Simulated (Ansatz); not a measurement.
## Li on Mo(100): change of the work function

Wanted: Δφ(θ) for Li/Mo(100), starting from the hollow site.

Main program and level: Ansatz 0.2.0; plane-wave DFT, LDA, Ansatz PAW, in the first sound run; inputs show where later runs differ.

This is a report of a sequence of runs, with most program output left out.

### 1. The structure

The cell holds 5 atoms: 5 Mo. Its edges and angles: a = 3.150 Å, b = 3.150 Å, c = 24.300 Å, α = 90.0°, β = 90.0°, γ = 90.0°. Vacuum lies along c.

### 2. The clean slab

The bare slab comes first, as the zero from which every change is counted. The two lowest layers are held at bulk places and the upper ones relax. The dipole correction removes the false field that a one-sided slab makes across the periodic vacuum, so each face gets a flat vacuum level of its own.

input.yaml reads:

```yaml
crystal:
  lattice:
    - [3.15, 0.0, 0.0]
    - [0.0, 3.15, 0.0]
    - [0.0, 0.0, 24.3]
  atoms:
    - { symbol: Mo, position: [0.0, 0.0, 0.3703703704] }
    - { symbol: Mo, position: [0.5, 0.5, 0.4351851852] }
    - { symbol: Mo, position: [0.0, 0.0, 0.5] }
    - { symbol: Mo, position: [0.5, 0.5, 0.5648148148] }
    - { symbol: Mo, position: [0.0, 0.0, 0.6296296296] }
kpoints:
  mp_grid: { grid: [10, 10, 1] }
hamiltonian:
  xc: lda
scf:
  occupations: { method: fermi_dirac, width: 0.1 }
  convergence: { dr2_threshold: 1.0e-08 }
efield:
  axis: 3
  dipole_correction: true
  ramp_position: 0.97
  ramp_width: 0.06
relax:
  f_tol: 0.02
  max_steps: 60
  constraints: [{ sites: [0, 1] }]
output:
  write_potential: true
  write_density: true
  volumetric_format: npy
```

The run is started by

```console
$ ansatz run input.yaml --threads 4 --pin off --max-ram 12288MiB --backend cpu --events-out ev --progress --plain --runs-dir out
```

Run time: 28 s. Hardware: 4 threads of Arm Neoverse V1, shared host; peak memory 0.57 GiB.

Step by step:

| step | energy less that of the first step (eV) | largest force component (eV/Å) |
| --- | --- | --- |
| 1 | 0.0000 | 1.9915 |
| 2 | -0.2565 | 0.6293 |
| 3 | -0.2736 | 0.6772 |
| 4 | -0.3117 | 0.0504 |
| 5 | -0.3119 | 0.0156 |

The run keeps the 8 symmetry operations that it works with, so distortions that break them were not tested.

The atoms that moved most (Å):

| atom | dx | dy | dz | length |
| --- | --- | --- | --- | --- |
| Mo5 | 0.000 | 0.000 | -0.306 | 0.306 |
| Mo3 | 0.000 | 0.000 | -0.089 | 0.089 |
| Mo4 | 0.000 | 0.000 | -0.050 | 0.050 |

Numbers from this step:

```yaml
energy_at_zero_smearing: -24209.3873 eV
work_function_upper_face: 4.241 eV
work_function_lower_face: 4.312 eV
dipole_along_the_normal: 0.003905 e·Å
step_between_the_vacuum_levels: -0.07121 eV
```

Running mean over 1.575 Å of the planar mean; the ramp of the sawtooth is left out. Table of electron's electrostatic potential energy less the Fermi level by z:

| z (Å) | electron's electrostatic potential energy less the Fermi level (eV) |
| --- | --- |
| 3.0 | 4.31 |
| 3.5 | 4.31 |
| 4.0 | 4.31 |
| 4.5 | 4.31 |
| 5.0 | 4.30 |
| 5.5 | 4.29 |
| 6.0 | 4.23 |
| 6.5 | 4.06 |
| 7.0 | 3.57 |
| 7.5 | 2.00 |
| 8.0 | -2.27 |
| 8.5 | -8.01 |
| 9.0 | -11.4 |
| 9.5 | -12.2 |
| 10.0 | -12.4 |
| 10.5 | -12.8 |
| 11.0 | -13.5 |
| 11.5 | -13.6 |
| 12.0 | -13.0 |
| 12.5 | -12.4 |
| 13.0 | -12.3 |
| 13.5 | -13.1 |
| 14.0 | -14.8 |
| 14.5 | -15.0 |
| 15.0 | -12.6 |
| 15.5 | -8.10 |
| 16.0 | -2.17 |
| 16.5 | 2.06 |
| 17.0 | 3.56 |
| 17.5 | 4.02 |
| 18.0 | 4.17 |
| 18.5 | 4.22 |
| 19.0 | 4.23 |
| 19.5 | 4.24 |
| 20.0 | 4.24 |
| 20.5 | 4.24 |
| 21.0 | 4.24 |

The relaxation took 5 steps and lowered the energy by 0.31 eV; the largest force on the free atoms ends at 0.016 eV/Å.

The work function of the upper face is 4.24 eV.

### 3. Adsorbate added, k-mesh 5×5×1, coverage 0.25 ML

System of this step: Li/Mo(100). The cell holds 21 atoms: 20 Mo and 1 Li. Its edges and angles: a = 6.300 Å, b = 6.300 Å, c = 25.945 Å, α = 90.0°, β = 90.0°, γ = 90.0°. Vacuum lies along c.

The clean slab as it ended is repeated in the plane and the adsorbate is set on one face; the cell's size fixes the coverage, and the k-mesh shrinks with it to keep the sampling density about even. Adsorbate and upper layers relax, since the dipole depends on the height.

input.yaml reads:

```yaml
crystal:
  lattice:
    - [6.3, 0.0, 0.0]
    - [0.0, 6.3, 0.0]
    - [0.0, 0.0, 25.9450118701]
  atoms:
    - { symbol: Mo, position: [0.0, 0.0, 0.3468874882] }
    - { symbol: Mo, position: [0.25, 0.25, 0.4075927987] }
    - { symbol: Mo, position: [0.0, 0.0, 0.4648596771] }
    - { symbol: Mo, position: [0.25, 0.25, 0.5270752622] }
    - { symbol: Mo, position: [0.0, 0.0, 0.577916297] }
    - { symbol: Mo, position: [0.0, 0.5, 0.3468874882] }
    - { symbol: Mo, position: [0.25, 0.75, 0.4075927987] }
    - { symbol: Mo, position: [0.0, 0.5, 0.4648596771] }
    - { symbol: Mo, position: [0.25, 0.75, 0.5270752622] }
    - { symbol: Mo, position: [0.0, 0.5, 0.577916297] }
    - { symbol: Mo, position: [0.5, 0.0, 0.3468874882] }
    - { symbol: Mo, position: [0.75, 0.25, 0.4075927987] }
    - { symbol: Mo, position: [0.5, 0.0, 0.4648596771] }
    - { symbol: Mo, position: [0.75, 0.25, 0.5270752622] }
    - { symbol: Mo, position: [0.5, 0.0, 0.577916297] }
    - { symbol: Mo, position: [0.5, 0.5, 0.3468874882] }
    - { symbol: Mo, position: [0.75, 0.75, 0.4075927987] }
    - { symbol: Mo, position: [0.5, 0.5, 0.4648596771] }
    - { symbol: Mo, position: [0.75, 0.75, 0.5270752622] }
    - { symbol: Mo, position: [0.5, 0.5, 0.577916297] }
    - { symbol: Li, position: [0.25, 0.25, 0.6531125118] }
kpoints:
  mp_grid: { grid: [5, 5, 1] }
hamiltonian:
  xc: lda
scf:
  occupations: { method: fermi_dirac, width: 0.1 }
  convergence: { dr2_threshold: 1.0e-08 }
efield:
  axis: 3
  dipole_correction: true
  ramp_position: 0.97
  ramp_width: 0.06
relax:
  f_tol: 0.02
  max_steps: 60
  constraints: [{ sites: [0, 1, 5, 6, 10, 11, 15, 16] }]
output:
  bader: true
  dos: { projected: true, e_range: [-8, 4] }
  write_potential: true
  write_density: true
  volumetric_format: npy
  elf: true
```

It took 5.4 min on 4 threads; peak memory 3.6 GiB; 22 min of CPU time.

The steps of the relaxation:

| step | energy less that of the first step (eV) | largest force component (eV/Å) |
| --- | --- | --- |
| 1 | 0.0000 | 0.2817 |
| 2 | -0.0710 | 0.2206 |
| 3 | -0.0485 | 0.4835 |
| 4 | -0.0906 | 0.1669 |
| 5 | -0.0881 | 0.1439 |
| 6 | -0.0926 | 0.0042 |

Relaxation steps 3, 5 were tried and not accepted.

The run keeps the 8 symmetry operations that it works with, so distortions that break them were not tested.

The atoms that moved most (Å):

| atom | dx | dy | dz | length |
| --- | --- | --- | --- | --- |
| Li21 | 0.000 | 0.000 | -0.254 | 0.254 |
| Mo20 | 0.075 | 0.075 | 0.015 | 0.107 |
| Mo15 | 0.075 | -0.075 | 0.015 | 0.107 |
| Mo10 | -0.075 | 0.075 | 0.015 | 0.107 |
| Mo5 | -0.075 | -0.075 | 0.015 | 0.107 |
| Mo19 | 0.000 | 0.000 | -0.057 | 0.057 |
| Mo4 | 0.000 | 0.000 | 0.050 | 0.050 |
| Mo3 | 0.008 | 0.008 | 0.004 | 0.013 |

Final coordinates:

```cif
data_structure
_symmetry_space_group_name_H-M 'P 1'
_symmetry_Int_Tables_number 1
_cell_length_a 6.3000
_cell_length_b 6.3000
_cell_length_c 25.9450
_cell_angle_alpha 90.000
_cell_angle_beta 90.000
_cell_angle_gamma 90.000
_cell_volume 1029.76
loop_
_atom_site_label
_atom_site_type_symbol
_atom_site_fract_x
_atom_site_fract_y
_atom_site_fract_z
_atom_site_occupancy
Mo1 Mo 0.00000 0.00000 0.34689 1
Mo2 Mo 0.25000 0.25000 0.40759 1
Mo3 Mo 0.00135 0.00135 0.46503 1
Mo4 Mo 0.25000 0.25000 0.52902 1
Mo5 Mo 0.98806 0.98806 0.57849 1
Mo6 Mo 0.00000 0.50000 0.34689 1
Mo7 Mo 0.25000 0.75000 0.40759 1
Mo8 Mo 0.00135 0.49865 0.46503 1
Mo9 Mo 0.25000 0.75000 0.52711 1
Mo10 Mo 0.98806 0.51194 0.57849 1
Mo11 Mo 0.50000 0.00000 0.34689 1
Mo12 Mo 0.75000 0.25000 0.40759 1
Mo13 Mo 0.49865 0.00135 0.46503 1
Mo14 Mo 0.75000 0.25000 0.52711 1
Mo15 Mo 0.51194 0.98806 0.57849 1
Mo16 Mo 0.50000 0.50000 0.34689 1
Mo17 Mo 0.75000 0.75000 0.40759 1
Mo18 Mo 0.49865 0.49865 0.46503 1
Mo19 Mo 0.75000 0.75000 0.52487 1
Mo20 Mo 0.51194 0.51194 0.57849 1
Li21 Li 0.25000 0.25000 0.64331 1
```

This step gave:

| Quantity | Value |
| --- | --- |
| energy at zero smearing | -97040.0025 eV |
| work function, upper face | 3.592 eV |
| work function, lower face | 4.300 eV |
| dipole along the normal | 0.1553 e·Å |
| step between the vacuum levels | -0.7079 eV |

Running mean over 1.575 Å of the planar mean; the ramp of the sawtooth is left out. Electron's electrostatic potential energy less the Fermi level against z:

| z (Å) | electron's electrostatic potential energy less the Fermi level (eV) |
| --- | --- |
| 3.5 | 4.30 |
| 4.0 | 4.30 |
| 4.5 | 4.30 |
| 5.0 | 4.29 |
| 5.5 | 4.27 |
| 6.0 | 4.22 |
| 6.5 | 4.05 |
| 7.0 | 3.56 |
| 7.5 | 2.02 |
| 8.0 | -2.29 |
| 8.5 | -8.01 |
| 9.0 | -11.4 |
| 9.5 | -12.2 |
| 10.0 | -12.4 |
| 10.5 | -12.8 |
| 11.0 | -13.4 |
| 11.5 | -13.6 |
| 12.0 | -13.0 |
| 12.5 | -12.5 |
| 13.0 | -12.4 |
| 13.5 | -13.1 |
| 14.0 | -14.6 |
| 14.5 | -14.8 |
| 15.0 | -12.7 |
| 15.5 | -8.40 |
| 16.0 | -2.92 |
| 16.5 | 0.926 |
| 17.0 | 2.30 |
| 17.5 | 2.93 |
| 18.0 | 3.35 |
| 18.5 | 3.50 |
| 19.0 | 3.56 |
| 19.5 | 3.58 |
| 20.0 | 3.59 |
| 20.5 | 3.59 |
| 21.0 | 3.59 |
| 21.5 | 3.59 |
| 22.0 | 3.59 |
| 22.5 | 3.59 |

The density of states has structure finer than the step of the table below, so its rows give means over 0.25 eV, whole bins alone (the curve runs from -8 to 1.74 eV). Peaks (eV: height): -3.130: 52.4, -2.890: 61.2, -2.770: 82.8, -2.290: 58.7, 1.080: 72.8, 1.170: 66.6, 1.620: 64.5.

Density of states against energy, zero at the Fermi level; means over each step:

energy (eV), density of states (states/eV a cell) and a bar:
```
    -6.75        0.0 
    -6.50        0.7 #
    -6.25        1.3 #
    -6.00        1.4 #
    -5.75        2.5 ##
    -5.50        1.1 #
    -5.25        4.1 ####
    -5.00        8.5 #######
    -4.75       20.5 #################
    -4.50       19.0 ################
    -4.25       21.6 ##################
    -4.00       17.2 ###############
    -3.75       18.5 ################
    -3.50       35.2 ##############################
    -3.25       26.1 ######################
    -3.00       31.4 ###########################
    -2.75       33.2 ############################
    -2.50       18.1 ###############
    -2.25       26.3 ######################
    -2.00       25.3 ######################
    -1.75       29.2 #########################
    -1.50       20.6 ##################
    -1.25       21.5 ##################
    -1.00       22.2 ###################
    -0.75       23.6 ####################
    -0.50       22.6 ###################
    -0.25       17.5 ###############
     0.00       26.9 #######################
     0.25       19.1 ################
     0.50       18.2 ###############
     0.75       25.7 ######################
     1.00       30.4 ##########################
     1.25       34.4 #############################
     1.50       34.0 #############################
```

Projected DOS per atom over height of the atomic layer and energy from the Fermi level. Layers: Mo4 Mo4 Mo4 Mo4 Mo4 Li from below.

Ten even steps from '0' (0.00 states/eV) to '9' (2.11 states/eV), each cell a mean:
```
776650
967562
734250
923260
923280
831391
733360
545460
764570
554540
596850
588850
256640
157520
157520
012200
000000
000000
000000
000000
000000
000000
```
Columns: height of the atomic layer (Å) from 9 to 16.7 (not evenly spaced); rows upwards: energy from the Fermi level (eV) from -7.96 to 1.75.

Electrostatic potential energy in the ca plane at fractional y = 0.250, with atoms of Mo and Li within 0.2 Å of it. With pseudopotentials it is smooth inside the atoms' cores, unlike the true potential.

Values in eV, 9 rows by 16 columns, each cell a mean:
```
  6   5  -3  -1   4  -2  -2   6   7   7   7   7   7   7   8   8
  8   3 -44 -33   2 -38 -39   5   8   8   8   8   8   8   8   8
  8   3 -50 -39   2 -45 -45   4   8   8   8   8   8   8   8   8
  7   5 -10  -6   4  -8  -8   6   8   8   7   7   7   7   8   8
  6   5   4   4   4   4   4   6   6   6   7   7   7   7   8   8
  7   4 -22 -15   4 -16 -20   5   1  -1   5   7   7   7   8   8
  8   2 -54 -43   2 -46 -52   2 -13 -17   4   7   7   7   8   8
  7   4 -32 -23   4 -25 -30   4  -2  -4   5   7   7   7   8   8
  6   5   2   3   5   3   2   6   6   5   6   7   7   7   8   8
```
Columns run along c (16.0 Å, from fractional 0.30 to 0.92 of the cell; values clipped at the 3rd and 97th percentile), rows up along a (6.3 Å). Atoms in or near the plane, at fractional coordinates: Mo at (0.41, 0.25), Mo at (0.53, 0.25), Mo at (0.41, 0.75), Mo at (0.53, 0.75), Li at (0.64, 0.25).

Valence density in the ca plane at fractional y = 0.250, with atoms of Mo and Li within 0.2 Å of it. It is the smooth field of the valence electrons, not physical close to the nuclei.

Ten steps, logarithmic in the rise over the least value, from '0' (0.0 e/Å³) to '9' (6.6 e/Å³), each cell a mean:
```
12233333333333333333222110000000000000000000
11223345543333455543221100000000000000000000
11223478874334689864221100000000000000000000
11223589985334799974221100000000000000000000
11223589985334799974221100000000000000000000
11223478874334688863221100000000000000000000
11223345543333455543221100000000000000000000
12233333333333333333222110000000000000000000
12233333333333333333322110000000000000000000
12233334443333344433322110000000000000000000
11223467764333467753322222000000000000000000
11223589985334689974322587300000000000000000
11123699985334799984322699400000000000000000
11223589985334689974322587200000000000000000
11223467764333467753322222000000000000000000
12233334443333344433322110000000000000000000
12233333333333333333322110000000000000000000
```
Columns run along c (16.0 Å, from fractional 0.30 to 0.92 of the cell), rows up along a (6.3 Å). Atoms in or near the plane, at fractional coordinates: Mo at (0.41, 0.25), Mo at (0.53, 0.25), Mo at (0.41, 0.75), Mo at (0.53, 0.75), Li at (0.64, 0.25).

ELF in the ca plane at fractional y = 0.250, with atoms of Mo and Li within 0.2 Å of it. It is the smooth field of the valence electrons, not physical close to the nuclei.

Ten even steps from '0' (0.00 × 1e-1) to '9' (9.72 × 1e-1), each cell a mean:
```
33334422234444322234333444432100000000000000
23344322223443222223433333321100000000000000
23343256652332466642343322211000000000000000
23332375562232564651233322110000000000000000
23332375562232564651233322111000000000000000
23343256652332366632343322211000000000000000
23344322223443222223433333321100000000000000
33334432234444322234333444432100000000000000
33334433344434433344444554432100000000000000
33334321123444311234444321111100000000000000
23343245532343245432453100000000000000000000
23332366662232476752241277200000000000000000
23331364563231464652230499600000000000000000
23332366662232476752241277200000000000000000
23343235532343245432453100000000000000000000
33334321123444321234444421111100000000000000
33334433344434433344444554432100000000000000
```
Columns run along c (16.0 Å, from fractional 0.30 to 0.92 of the cell), rows up along a (6.3 Å). Atoms in or near the plane, at fractional coordinates: Mo at (0.41, 0.25), Mo at (0.53, 0.25), Mo at (0.41, 0.75), Mo at (0.53, 0.75), Li at (0.64, 0.25).

The relaxation took 6 steps and lowered the energy by 0.093 eV; the largest force on the free atoms ends at 0.0042 eV/Å.

By hand: a sheet of dipoles makes a step −p/(ε₀A) in the electron's potential. With e/ε₀ = 180.95 V·Å, p = 0.1553 e·Å and A = 39.69 Å², that is −180.95 × (0.1553) / 39.69 = -0.708 eV, and the two vacuum levels of the run differ by -0.708 eV.

The covered face has 3.59 eV, -0.65 eV against the clean one; the bare back face has moved by -0.01 eV, a measure of how thin the slab is.

### 4. Adsorbate added, k-mesh 5×5×1, coverage 0.5 ML

System of this step: Li/Mo(100). The cell holds 22 atoms: 20 Mo and 2 Li. Its edges and angles: a = 6.300 Å, b = 6.300 Å, c = 25.945 Å, α = 90.0°, β = 90.0°, γ = 90.0°. Vacuum lies along c.

Another coverage, to see how the dipoles act on each other as their distance changes.

Edit input.yaml of step 3 so:

```diff
@@ -27,2 +27,3 @@
     - { symbol: Li, position: [0.25, 0.25, 0.6531125118] }
+    - { symbol: Li, position: [0.75, 0.75, 0.6531125118] }
 kpoints:
@@ -49,2 +50 @@
   volumetric_format: npy
-  elf: true
```

Elapsed: 3.8 min, on 4 threads; peak memory 3.7 GiB.

The steps of the relaxation:

| step | energy less that of the first step (eV) | largest force component (eV/Å) |
| --- | --- | --- |
| 1 | 0.0000 | 0.3011 |
| 2 | -0.0459 | 0.2112 |
| 3 | -0.0547 | 0.0452 |
| 4 | -0.0553 | 0.0079 |

Forces are held to the 16 operations that the run works with; a distortion that breaks them can't arise in this run.

The atoms that moved most (Å):

| atom | dx | dy | dz | length |
| --- | --- | --- | --- | --- |
| Li21 | 0.000 | 0.000 | -0.154 | 0.154 |
| Li22 | 0.000 | 0.000 | -0.154 | 0.154 |
| Mo5 | 0.000 | 0.000 | 0.012 | 0.012 |
| Mo10 | 0.000 | 0.000 | 0.012 | 0.012 |
| Mo15 | 0.000 | 0.000 | 0.012 | 0.012 |
| Mo20 | 0.000 | 0.000 | 0.012 | 0.012 |

The relaxed structure:

```cif
data_structure
_symmetry_space_group_name_H-M 'P 1'
_symmetry_Int_Tables_number 1
_cell_length_a 6.3000
_cell_length_b 6.3000
_cell_length_c 25.9450
_cell_angle_alpha 90.000
_cell_angle_beta 90.000
_cell_angle_gamma 90.000
_cell_volume 1029.76
loop_
_atom_site_label
_atom_site_type_symbol
_atom_site_fract_x
_atom_site_fract_y
_atom_site_fract_z
_atom_site_occupancy
Mo1 Mo 0.00000 0.00000 0.34689 1
Mo2 Mo 0.25000 0.25000 0.40759 1
Mo3 Mo 0.00000 0.00000 0.46498 1
Mo4 Mo 0.25000 0.25000 0.52716 1
Mo5 Mo 0.00000 0.00000 0.57839 1
Mo6 Mo 0.00000 0.50000 0.34689 1
Mo7 Mo 0.25000 0.75000 0.40759 1
Mo8 Mo 0.00000 0.50000 0.46498 1
Mo9 Mo 0.25000 0.75000 0.52707 1
Mo10 Mo 0.00000 0.50000 0.57839 1
Mo11 Mo 0.50000 0.00000 0.34689 1
Mo12 Mo 0.75000 0.25000 0.40759 1
Mo13 Mo 0.50000 0.00000 0.46498 1
Mo14 Mo 0.75000 0.25000 0.52707 1
Mo15 Mo 0.50000 0.00000 0.57839 1
Mo16 Mo 0.50000 0.50000 0.34689 1
Mo17 Mo 0.75000 0.75000 0.40759 1
Mo18 Mo 0.50000 0.50000 0.46498 1
Mo19 Mo 0.75000 0.75000 0.52716 1
Mo20 Mo 0.50000 0.50000 0.57839 1
Li21 Li 0.25000 0.25000 0.64718 1
Li22 Li 0.75000 0.75000 0.64718 1
```

This step gave:

```
energy at zero smearing        : -97242.3673 eV
work function, upper face      : 3.097 eV
work function, lower face      : 4.296 eV
dipole along the normal        : 0.2631 e·Å
step between the vacuum levels : -1.200 eV
```

The density of states has structure finer than the step of the table below, so its rows give means over 0.2 eV, whole bins alone (the curve runs from -8 to 1.77 eV). Peaks (eV: height): -3.58: 48.6, -3.13: 61.3, -2.92: 57.2, 0.00: 45.3, 0.93: 65.5, 1.05: 47.9, 1.38: 58.4.

Density of states against energy, zero at the Fermi level; means over each step:

| energy (eV) | density of states (states/eV a cell) |
| --- | --- |
| -6.8 | 0 |
| -6.6 | 0.181 |
| -6.4 | 1.31 |
| -6.2 | 1.26 |
| -6.0 | 1.40 |
| -5.8 | 2.59 |
| -5.6 | 1.46 |
| -5.4 | 0.989 |
| -5.2 | 3.67 |
| -5.0 | 8.98 |
| -4.8 | 17.7 |
| -4.6 | 22.9 |
| -4.4 | 18.4 |
| -4.2 | 21.9 |
| -4.0 | 18.1 |
| -3.8 | 16.0 |
| -3.6 | 33.9 |
| -3.4 | 33.9 |
| -3.2 | 27.2 |
| -3.0 | 29.3 |
| -2.8 | 28.1 |
| -2.6 | 20.3 |
| -2.4 | 26.3 |
| -2.2 | 24.2 |
| -2.0 | 23.9 |
| -1.8 | 28.7 |
| -1.6 | 23.5 |
| -1.4 | 19.6 |
| -1.2 | 19.8 |
| -1.0 | 24.5 |
| -0.8 | 23.5 |
| -0.6 | 21.7 |
| -0.4 | 19.6 |
| -0.2 | 20.1 |
| 0.0 | 32.3 |
| 0.2 | 19.1 |
| 0.4 | 19.6 |
| 0.6 | 20.4 |
| 0.8 | 22.6 |
| 1.0 | 40.6 |
| 1.2 | 25.2 |
| 1.4 | 34.4 |
| 1.6 | 24.3 |

Projected DOS per atom over height of the atomic layer and energy from the Fermi level. Layers: Mo4 Mo4 Mo4 Mo4 Mo4 Li2 from below.

Ten even steps from '_' (0.00 states/eV) to '@' (2.06 states/eV), each cell a mean:
```
####****--__
@@**##++**..
##--++--**..
@@::--::++..
@@..--::@@__
%%--..--%%..
%%------##..
++==++==**__
##**==**##__
**++==++++__
++@@**%%++__
++%%%%%%++__
--++****++__
..++##++::__
..++##**::__
__..::::____
____________
____________
____________
____________
____________
____________
```
Columns: height of the atomic layer (Å) from 9 to 16.8 (not evenly spaced); rows upwards: energy from the Fermi level (eV) from -7.96 to 1.75.

The relaxation took 4 steps and lowered the energy by 0.055 eV; the largest force on the free atoms ends at 0.0079 eV/Å.

The covered face has 3.10 eV, -1.14 eV against the clean one; the bare back face has moved by -0.02 eV, a measure of how thin the slab is.

[end of part 1 of 2]

[Logs are printed without paths, hosts, clocks, repeated set-up lines and the standing remarks that a program may print on its own settings, such as how far it seeks lower states.]

[Hosts, paths, dates, database ids (printed as entryN), source tags and the programs' standing remarks are cut or masked in the printed files.]

[Maps of the electrostatic potential energy from Ansatz leave out the sawtooth potential of an applied field or a dipole correction, so their vacuum need not be flat; planar profiles and work functions include it.]

[The density of states shown here was stored with 400 of the rows of the run's finer table, so its peaks can read low, often by over a quarter, or be missed, and its means over a window can be off by a tenth or more.]
